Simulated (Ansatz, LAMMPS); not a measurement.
**Localised basis functions on glassy 44SiO2-26Al2O3-15K2O-15CaO (mol %) (91 atoms)**

Aim: test how closely localised support functions follow the reference on glassy 44SiO2-26Al2O3-15K2O-15CaO (mol %) (91 atoms), and at what cost. A setting counts as converged where the r.m.s. difference of forces stays under 1 % of the r.m.s. force.

Main program and level: Ansatz 0.2.0; Kohn-Sham DFT, PBE, PAW (set soft_2), plane waves.

### 1. Starting point

The cell holds 91 atoms: 12 Si, 14 Al, 8 K, 4 Ca and 53 O. Its edges and angles: a = 10.728 Å, b = 10.728 Å, c = 10.728 Å, α = 90.0°, β = 90.0°, γ = 90.0°. 91 atoms (12 Si, 14 Al, 8 K, 4 Ca, 53 O) placed at random at 2.68 g/cm³, melted at 4000 K for 10 ps at fixed volume with the Morse and Coulomb pair potential with partial charges (Pedone, Malavasi, Menziani, Cormack and Segre, J. Phys. Chem. B 110, 11780 (2006)). Quenched from 4000 K to 300 K at 25 K/ps and fixed volume, held 10 ps at zero pressure, then minimised at fixed cell.

What the set-up can't give: The quench rate of 25 K/ps far exceeds what a furnace or splat quench reaches, so expect more defects and frozen-in strain than in a real sample. The network of bonds at the start is that of the classical potential that made the cell, and needn't be the one that DFT or experiment would give. The Brillouin zone is sampled at Γ only, in a cell whose shortest periodic width is 11 Å.

### 2. Making the structure

A classical potential makes the cell, at a small fraction of what the same run would cost in DFT.

This step: classical MD, Morse and Coulomb pair potential with partial charges (Pedone, Malavasi, Menziani, Cormack and Segre, J. Phys. Chem. B 110, 11780 (2006)) (LAMMPS 22 Jul 2025 - Update 4).

File in.lmp:

```
# melt-quench of Si12Al14K8Ca4O53
units metal
atom_style charge
boundary p p p
region box block 0 10.8062 0 10.8062 0 10.8062
create_box 5 box
mass 1 28.0850   # Si
mass 2 26.9815   # Al
mass 3 39.0983   # K
mass 4 40.0780   # Ca
mass 5 15.9990   # O
create_atoms 1 random 12 589286 NULL overlap 1.5 maxtry 2000
create_atoms 2 random 14 589293 NULL overlap 1.5 maxtry 2000
create_atoms 3 random 8 589300 NULL overlap 1.5 maxtry 2000
create_atoms 4 random 4 589307 NULL overlap 1.5 maxtry 2000
create_atoms 5 random 53 589314 NULL overlap 1.5 maxtry 2000
pair_style hybrid/overlay pedone 5.5 coul/long 8.0
pair_coeff * * coul/long
pair_coeff 1 5 pedone 0.340554 2.006700 2.100000 1   # Si-O
pair_coeff 2 5 pedone 0.361581 1.900442 2.164818 0.9   # Al-O
pair_coeff 3 5 pedone 0.011612 2.062605 3.305308 5   # K-O
pair_coeff 4 5 pedone 0.030211 2.241334 2.923245 5   # Ca-O
pair_coeff 5 5 pedone 0.042395 1.379316 3.618701 22   # O-O
set type 1 charge 2.4
set type 2 charge 1.8
set type 3 charge 0.6
set type 4 charge 1.2
set type 5 charge -1.2
kspace_style pppm 1.0e-4
neigh_modify delay 0 every 1 check yes
thermo_style custom step time temp pe press density
thermo_modify norm yes
timestep 0.002
thermo 100
# [... 18 lines left out ...]
thermo 1666
fix md all npt temp 300 300 0.2 iso 0 0 2
run 5000 post no
unfix md
thermo 100
min_style cg
minimize 0 1e-3 2000 20000
write_dump all custom glass.dump id type xs ys zs modify sort id
```

Command:

```
lmp -in in.lmp -log none -nocite
```

The program printed:

```text
LAMMPS (22 Jul 2025 - Update 4)
Created orthogonal box = (0 0 0) to (10.8062 10.8062 10.8062)
Created 12 atoms
Created 14 atoms
Created 8 atoms
Created 4 atoms
Created 53 atoms
PPPM initialization ...
  G vector (1/distance) = 0.38322031
  grid = 12 12 12
  estimated relative force accuracy = 4.8726962e-05
   Step          Time           Temp          PotEng         Press         Density
         0   0              0             -3.3486472      630773.43      2.6789619
       100   0.2            0             -13.137369     -14779.487      2.6789619
       106   0.212          0             -13.153104     -19598.731      2.6789619
[... 40 lines left out ...]
     84966   169.932        264.17065     -13.289071     -9819.4454      2.7198483
     85000   170            250.82661     -13.285845      3207.305       2.7376906
Loop time of 2.25995 s on 1 MPI rank(s) for 5000 steps with 91 atoms
   Step          Time           Temp          PotEng         Press         Density
     85000   170            250.82661     -13.285846      3207.0307      2.7376906
     85017   170.034        250.82661     -13.327631     -3444.9781      2.7376906
Loop time of 0.0262341 s on 1 MPI rank(s) for 17 steps with 91 atoms
Minimization stats:
  Stopping criterion = linesearch alpha is zero
  Energy initial, next-to-last, final =
      -13.285845534219  -13.3276308907442  -13.3276308907442
  Force two-norm initial, final = 11.965068 0.4871882
  Iterations, force evaluations = 17 67
```

Elapsed: 30 s, on 1 thread of Arm Neoverse V2, shared host; peak memory 0.074 GiB.

### 3. Plane-wave single point

This run is the reference for what follows, at a cutoff of 420 eV.

File input.yaml:

```yaml
crystal:
  lattice:
    - [10.72837, 0.0, 0.0]
    - [0.0, 10.72837, 0.0]
    - [0.0, 0.0, 10.72837]
  atoms:
    - { symbol: Si, position: [0.75424, 0.94328, 0.41894] }
    - { symbol: Si, position: [0.40684, 0.68979, 0.11791] }
    - { symbol: Si, position: [0.65031, 0.70459, 0.29351] }
    - { symbol: Si, position: [0.23099, 0.1676, 0.5907] }
    - { symbol: Si, position: [0.19665, 0.69746, 0.77035] }
    - { symbol: Si, position: [0.54456, 0.79914, 0.89134] }
    - { symbol: Si, position: [0.52543, 0.12792, 0.09518] }
    - { symbol: Si, position: [0.62166, 0.3663, 0.93613] }
    - { symbol: Si, position: [0.13231, 0.65732, 0.22592] }
    - { symbol: Si, position: [0.4289, 0.38057, 0.50892] }
    - { symbol: Si, position: [0.79833, 0.04188, 0.0282] }
    - { symbol: Si, position: [0.12145, 0.40316, 0.06399] }
    - { symbol: Al, position: [0.74301, 0.54159, 0.50911] }
    - { symbol: Al, position: [0.81233, 0.38673, 0.71239] }
    - { symbol: Al, position: [0.36548, 0.49111, 0.91245] }
    - { symbol: Al, position: [0.96403, 0.90223, 0.20564] }
    - { symbol: Al, position: [0.56402, 0.57304, 0.69242] }
    - { symbol: Al, position: [0.79354, 0.75717, 0.62266] }
    - { symbol: Al, position: [0.82719, 0.36306, 0.31654] }
    - { symbol: Al, position: [0.60363, 0.19713, 0.36446] }
    - { symbol: Al, position: [0.9378, 0.63226, 0.842] }
    - { symbol: Al, position: [0.85139, 0.49154, 0.06549] }
    - { symbol: Al, position: [0.96971, 0.29271, 0.50956] }
    - { symbol: Al, position: [0.79801, 0.761, 0.04655] }
    - { symbol: Al, position: [0.03868, 0.59461, 0.51716] }
    - { symbol: Al, position: [0.00535, 0.17284, 0.20633] }
    - { symbol: K, position: [0.08177, 0.92488, 0.4795] }
    - { symbol: K, position: [0.35792, 0.67493, 0.45071] }
    - { symbol: K, position: [0.30249, 0.0244, 0.28489] }
    - { symbol: K, position: [0.99346, 0.95945, 0.7404] }
    - { symbol: K, position: [0.15217, 0.40351, 0.73361] }
    - { symbol: K, position: [0.68301, 0.10201, 0.69104] }
    - { symbol: K, position: [0.49207, 0.89252, 0.56944] }
    - { symbol: K, position: [0.19375, 0.90018, 0.01909] }
    - { symbol: Ca, position: [0.17666, 0.37022, 0.34879] }
    - { symbol: Ca, position: [0.34243, 0.02326, 0.82881] }
    - { symbol: Ca, position: [0.94539, 0.23295, 0.86836] }
    - { symbol: Ca, position: [0.54012, 0.4389, 0.21166] }
    - { symbol: O, position: [0.12971, 0.66442, 0.63587] }
    - { symbol: O, position: [0.31466, 0.29571, 0.56619] }
    - { symbol: O, position: [0.43222, 0.78035, 0.00333] }
    - { symbol: O, position: [0.8015, 0.90258, 0.55505] }
    - { symbol: O, position: [0.8211, 0.40223, 0.47186] }
    - { symbol: O, position: [0.6624, 0.57671, 0.37036] }
    - { symbol: O, position: [0.73241, 0.32146, 0.84685] }
    - { symbol: O, position: [0.87098, 0.93732, 0.32942] }
    - { symbol: O, position: [0.52606, 0.91658, 0.80664] }
    - { symbol: O, position: [0.65895, 0.05384, 0.0798] }
    - { symbol: O, position: [0.40834, 0.06672, 0.03341] }
    - { symbol: O, position: [0.11849, 0.63634, 0.37328] }
    - { symbol: O, position: [0.8866, 0.14942, 0.09598] }
    - { symbol: O, position: [0.23146, 0.40186, 0.96532] }
    - { symbol: O, position: [0.45788, 0.49996, 0.59115] }
    - { symbol: O, position: [0.90165, 0.26262, 0.655] }
    - { symbol: O, position: [0.12085, 0.28227, 0.15598] }
    - { symbol: O, position: [0.68385, 0.07131, 0.42142] }
    - { symbol: O, position: [0.51447, 0.69528, 0.22338] }
    - { symbol: O, position: [0.50557, 0.42324, 0.86069] }
    - { symbol: O, position: [0.65657, 0.83371, 0.37144] }
    - { symbol: O, position: [0.8633, 0.74624, 0.76] }
    - { symbol: O, position: [0.75461, 0.71518, 0.19307] }
    - { symbol: O, position: [0.08856, 0.6798, 0.8727] }
    - { symbol: O, position: [0.10717, 0.18874, 0.51011] }
    - { symbol: O, position: [0.1345, 0.5241, 0.15606] }
    - { symbol: O, position: [0.69218, 0.45763, 0.03335] }
    - { symbol: O, position: [0.54476, 0.67228, 0.81378] }
    - { symbol: O, position: [0.38282, 0.42683, 0.37123] }
    - { symbol: O, position: [0.19457, 0.15337, 0.73412] }
    - { symbol: O, position: [0.03922, 0.76347, 0.18904] }
    - { symbol: O, position: [0.86811, 0.91137, 0.07308] }
    - { symbol: O, position: [0.8816, 0.46806, 0.21724] }
    - { symbol: O, position: [0.05722, 0.43509, 0.51245] }
    - { symbol: O, position: [0.07049, 0.02475, 0.21174] }
    - { symbol: O, position: [0.2404, 0.83701, 0.77243] }
    - { symbol: O, position: [0.69138, 0.2989, 0.27767] }
    - { symbol: O, position: [0.69559, 0.47964, 0.65912] }
    - { symbol: O, position: [0.66823, 0.80223, 0.97019] }
    - { symbol: O, position: [0.92173, 0.49367, 0.7632] }
    [... 7 atom lines left out ...]
    - { symbol: O, position: [0.50108, 0.15129, 0.24247] }
    - { symbol: O, position: [0.41068, 0.55172, 0.06175] }
    - { symbol: O, position: [0.86968, 0.63086, 0.98837] }
    - { symbol: O, position: [0.30374, 0.05072, 0.54094] }
    - { symbol: O, position: [0.98533, 0.40254, 0.00141] }
    - { symbol: O, position: [0.94674, 0.25004, 0.33784] }
kpoints:
  mp_grid: { grid: [1, 1, 1] }
hamiltonian:
  xc: pbe
scf:
  occupations: { method: fixed }
output:
  forces: true
  stress: true
  populations: intrinsic
  dos:
    method: { smearing: { sigma: 0.15 } }
    de: 0.1
    projected: { site_lists: { Al: [Al], Ca: [Ca], K: [K], O: [O], Si: [Si] } }
  eigenvalues: true
  write_density: true
  write_potential: true
  volumetric_format: npy
  elf: true
```

Command:

```
ansatz run input.yaml --threads 4 --pin off --max-ram 8192MiB --backend cpu --events-out ev --progress --plain --runs-dir out
```

The program printed:

```text
Engine: ansatz 0.2.0, aarch64-unknown-linux-gnu
Pseudopotentials: kind: paw
Pseudopotential: Si, paw, valence charge 4, recommended cutoff 420 eV (normal), Si.paw.azcp
Pseudopotential: Al, paw, valence charge 3, recommended cutoff 420 eV (normal), Al.paw.azcp
Pseudopotential: K, paw, valence charge 9, recommended cutoff 420 eV (normal), K.paw.azcp
Pseudopotential: Ca, paw, valence charge 10, recommended cutoff 420 eV (normal), Ca.paw.azcp
Pseudopotential: O, paw, valence charge 6, recommended cutoff 420 eV (normal), O.paw.azcp
[... 5 lines on functional and potentials left out ...]
Crystal: 91 atoms, lattice volume = 1234.813 Å³
Basis set: ecut = 420 eV, 24111 PW (Γ), exchange–correlation on 144×144×144 points (8 copies of the dense FFT grid, shifted against one another)
Bands: 351, of which v1, the nominal top of the filled ones, is band 260 counted from 1 (259 counted from 0)
Symmetry: 1 space group operations
Space group: P1 (ITA 1), of the structure as read, at distance tolerance 1.1e-4 Å
k-points: 1
[... 11 lines on functional and potentials left out ...]
Initial density: superposition of atomic densities (neutral atoms: chi_scale 0, normalization atom), corrected by the library's trained network
Initial wavefunctions: pseudopotential atomic-orbital guess
Functional: x = pbe(κ = 0.804, μ = 0.219515), c = pbe(β = 0.066725)
SCF iter   1: F=—  HF=-64909.969828 eV  |F-HF|=—  |Δ(HF+E_count)|=         —  Δρ=1.92e-3  dr2=6.52e-2  ethr=1.77e-3  ⟨swp⟩=5.0  Hψ=1254  notcnv=0  defer=89
preconditioner: auto → Resta (q_TF=auto, 2.362 Å⁻¹)  ε∞=3.2  [insulator: Δε(μ)=3.361 eV  Ē_g=15.730 eV  n_scr=256 (ndim 8)  ℏωp=23.5 eV  f_vac=0.096  ε∞_Penn≈3.2]
SCF iter   2: F=—  HF=-64909.970428 eV  |F-HF|=—  |Δ(HF+E_count)|=   6.01e-4  Δρ=1.10e-3  dr2=1.82e-2  ethr=1.25e-5  ⟨swp⟩=2.0  Hψ=653  notcnv=0  defer=89
SCF iter   3: F=—  HF=-64909.972124 eV  |F-HF|=—  |Δ(HF+E_count)|=   1.70e-3  Δρ=4.76e-4  dr2=5.29e-3  ethr=3.50e-6  ⟨swp⟩=2.0  Hψ=423  notcnv=0  defer=89
SCF iter   4: F=—  HF=-64909.972354 eV  |F-HF|=—  |Δ(HF+E_count)|=   2.30e-4  Δρ=1.55e-4  dr2=3.87e-4  ethr=1.02e-6  ⟨swp⟩=2.0  Hψ=432  notcnv=0  defer=89
SCF iter   5: F=—  HF=-64909.972433 eV  |F-HF|=—  |Δ(HF+E_count)|=   7.97e-5  Δρ=9.52e-5  dr2=1.07e-4  ethr=7.45e-8  ⟨swp⟩=2.0  Hψ=464  notcnv=0  defer=89
SCF iter   6: F=—  HF=-64909.972479 eV  |F-HF|=—  |Δ(HF+E_count)|=   4.53e-5  Δρ=4.14e-5  dr2=1.95e-5  ethr=2.07e-8  ⟨swp⟩=2.0  Hψ=471  notcnv=0  defer=89
SCF iter   7: F=—  HF=-64909.974290 eV  |F-HF|=—  |Δ(HF+E_count)|=   1.81e-3  Δρ=1.23e-5  dr2=1.91e-6  ethr=3.75e-9  ⟨swp⟩=2.0  Hψ=609  notcnv=0  defer=88
SCF iter   8: F=—  HF=-64909.974291 eV  |F-HF|=—  |Δ(HF+E_count)|=   1.74e-6  Δρ=8.62e-6  dr2=7.89e-7  ethr=3.68e-10  ⟨swp⟩=2.0  Hψ=512  notcnv=0  defer=88
SCF iter   9: F=-64909.974291 eV  HF=-64909.974291 eV  |F-HF|=3.08e-8  |Δ(HF+E_count)|=   7.33e-8  Δρ=1.84e-6  dr2=4.05e-8  ethr=1.92e-11  ⟨swp⟩=21.0  Hψ=3733  notcnv=0
SCF 1 converged in 9 iterations: F = -64909.974291 eV  dr2 = 4.05e-8
  greatest PAW one-centre occupation: 0.995 electrons in one spin orbital (limit 2), on the Ca atom at site 34 (counted from 0), in its partial waves of l = 0
SCF converged after 9 iterations
Free energy (F): -64909.974291 eV
Harris-Foulkes:  -64909.974291 eV  (|F-HF|=3.08e-8)
Internal energy: -64909.974291 eV  (E = F + TS)
E sigma→0 (E₀):  -64909.974291 eV
Fermi energy:    4.674420 eV
--- Per-component energies (eV) ---
  E_band       = -2372.639926
  E_kinetic    = 13546.767087
  E_local      = -32491.487105  (includes V_loc(G=0)·N_el)
  E_nonlocal   = 3342.118655
  E_hartree    = 11905.380810
  E_xc         = -6836.144726
  E_vxc        = -8060.428557  (∫ρ·V_xc dr)
  E_paw        = -30814.379966  (= ΣΔE_a)
  E_vpaw       = -2520.498476  (= ΣTr[D̂ρ^β])
  E_aug_tail   = 0.135090  (compensation charges beyond the density's cutoff)
  E_ewald      = -23562.364137
  E_smearing   = -0.000000  (= −TS)
  E_closure    = -0.000000  (closes the sum)
  Σ components = -64909.974291   (vs F -64909.974291, Δ=0.00e0)
--- Forces (eV/Å), atoms counted from 1 ---
  atom   1  Si     0.02610585    -1.62778421    -1.14336607
  atom   2  Si     0.60372056    -0.65427472    -0.98245845
  atom   3  Si     0.67186021     0.45235794    -0.04850251
  atom   4  Si     0.79123457     0.38108029    -0.08324146
  atom   5  Si    -0.90354510    -0.66225901    -0.04097969
  atom   6  Si     0.13182073    -1.19220621     0.77244318
  atom   7  Si     1.28666618     0.24825209    -0.32493759
  atom   8  Si     0.42531384    -0.12825914     0.88703006
  atom   9  Si     0.91929787    -0.70467579     0.15033198
  atom  10  Si    -0.56659931    -0.85605793    -0.97787791
  atom  11  Si     0.05995310     1.34396079     1.74907390
  atom  12  Si    -0.36437414     0.24548866    -0.03534570
  atom  13  Al     0.33651308     1.05090205     0.41282968
  atom  14  Al    -0.25204884     1.25196516     0.28030842
[...]
atom  90  O     -0.89142828    -0.16342242    -1.04383679
  atom  91  O      0.69176664    -0.38522500     1.24098832
  max |Σ_I F_I| component: 1.11e-4 eV/Å
--- Stress (GPa, compression-positive) ---
        6.202214      -0.578516       0.944679
       -0.578513       7.476275      -0.747277
        0.944691      -0.747270       8.185634
  P = ⅓ Tr σ = 7.2880 GPa (72.880 kbar)
--- Band table (eV) ---
  k-point 0: bands = ["-34.8635", "-34.5195", "-34.2884", "-34.2759", [... 335 levels ...], "13.7198", "13.7932", "13.8495", "13.9076", "13.9591", "13.9936", "13.9983", "14.0936", "14.0981", "14.1357", "14.1708", "14.2326"]
--- intrinsic populations: 91 sites ---
  site symbol       q [e]
     0     Si      2.2912
     1     Si      2.3052
     2     Si      2.2909
[...]
90      O      6.9505
  spilling = 0.000000 (of n_electrons = 520.000000)
```

It took 17 s on 4 threads of Arm Neoverse V2, shared host; peak memory 1.5 GiB; 63 s of CPU time.

Reading the cycles: dr2 is the Hartree energy of the density residual (eV), the measure of convergence; HF is the Harris–Foulkes estimate of the energy, which meets the free energy F at convergence.

Read from the output:

* free energy: -64909.9743 eV
* free energy per atom: -713.2964 eV/atom
* SCF cycles: 9
* pressure: 7.288 GPa
* r.m.s. force component: 0.786 eV/Å
* longest force: 3.288 eV/Å
* Fermi energy: 4.674 eV
* gap (highest filled to lowest empty level): 3.278 eV

The r.m.s. force component of 0.79 eV/Å and the pressure of 7.3 GPa set the scale for the differences below.

### 4. Support functions low

With localised support functions most steps grow linearly with size, though the diagonalisation grows faster unless the density matrix is cut; this run measures error and cost at this size.

This step: Kohn-Sham DFT, PBE, PAW (set soft_2), localised support functions (low) (Ansatz 0.2.0).

input.yaml, the sections that differ from step 3:

```yaml
scf:
  occupations: { method: fixed }
  eigensolver: { kind: { support_functions: { accuracy: low } } }
  max_iter: 150
output:
  forces: true
  eigenvalues: true
# crystal, kpoints, hamiltonian: as in step 3
```

The program printed:

```text
Warning: scf.eigensolver.kind.support_functions: disabling space-group detection — the functions' gradient is summed over unrotated k-points, so no spatial operation reduces the k-mesh or symmetrises the density; time reversal is kept, so that k and −k are solved as one point where they differ and the mesh holds both, and exact exchange and, on two spinor components, a DFT+U term hold to it where the run has them: [...]
settings of this run that can trade accuracy for cost: scf.eigensolver.kind.support_functions; scf.eigensolver.kind.support_functions.accuracy: low [...]
[...]
Crystal: 91 atoms, lattice volume = 1234.813 Å³
Basis set: ecut = 420 eV, 24111 PW (Γ), exchange–correlation on 150×150×150 points (8 copies of the dense FFT grid, shifted against one another)
Bands: 312, of which v1, the nominal top of the filled ones, is band 260 counted from 1 (259 counted from 0)
Symmetry: 1 space group operations
k-points: 1
[...]
SCF iter   1: F=—  HF=-64892.706571 eV  |F-HF|=—  |Δ(HF+E_count)|=         —  Δρ=9.83e-2  dr2=1.34e2  ethr=1.00e-1
[...]
SCF iter  11: F=—  HF=-64910.346262 eV  |F-HF|=—  |Δ(HF+E_count)|=   3.16e-3  Δρ=4.63e-5  dr2=4.58e-5  ethr=4.25e-8  κ⁻¹=1.8e-5(r=7)
SCF iter  12: F=-64910.348633 eV  HF=-64910.348636 eV  |F-HF|=3.93e-6  |Δ(HF+E_count)|=   2.37e-3  Δρ=2.81e-5  dr2=1.18e-5  ethr=8.81e-9
SCF 1 converged in 12 iterations: F = -64910.374128 eV  dr2 = 1.18e-5
[...]
SCF converged after 12 iterations
Stability not checked: this state was not tested for a lower state beside it, because the mixer in use, unlike msr1, does not test its closes by its own steps (another_mixer; see scf.mixing.algorithm and scf.lower_state_search)
Free energy (F): -64910.374128 eV
[...]
Internal energy: -64910.374128 eV  (E = F + TS)
E sigma→0 (E₀):  -64910.374128 eV
Fermi energy:    4.674433 eV
[...]
Σ components = -64910.374128   (vs F -64910.374128, Δ=0.00e0)
--- Forces (eV/Å), atoms counted from 1 ---
  atom   1  Si     0.02525717    -1.62860787    -1.14351633
  atom   2  Si     0.60371978    -0.65459829    -0.98245633
  atom   3  Si     0.67166746     0.45141095    -0.04770063
  atom   4  Si     0.79037111     0.38270990    -0.08329198
[...]
atom  91  O      0.69254801    -0.38427135     1.24135012
  max |Σ_I F_I| component: 2.53e-3 eV/Å
--- Band table (eV) ---
[...]
```

Run time: 89 s. Hardware: 4 threads; peak memory 3.4 GiB; 5.8 min of CPU time.

The program notes that the band table was not solved further than the SCF left it and it switched symmetry off.

Keys that differ from the reference: support_functions.accuracy = "low" and scf.max_iter = 150.

Forces differ from the reference by 0.62 meV/Å r.m.s., 0.079 % of their size, well within a tolerance of 1 %; the energy by -4.4 meV/atom. It took roughly 5.3 times the reference's time (one timing each, with unlike analyses asked), in 12 cycles against 9.

(Part 1 of 2 ends here.)

[Long decimals in the printed logs are rounded to 6 places.]

[Logs are printed without paths, hosts, clocks, repeated set-up lines and the standing remarks that a program may print on its own settings, such as how far it seeks lower states.]

[Hosts, paths, dates, database ids (printed as entryN), source tags and the programs' standing remarks are cut or masked in the printed files.]
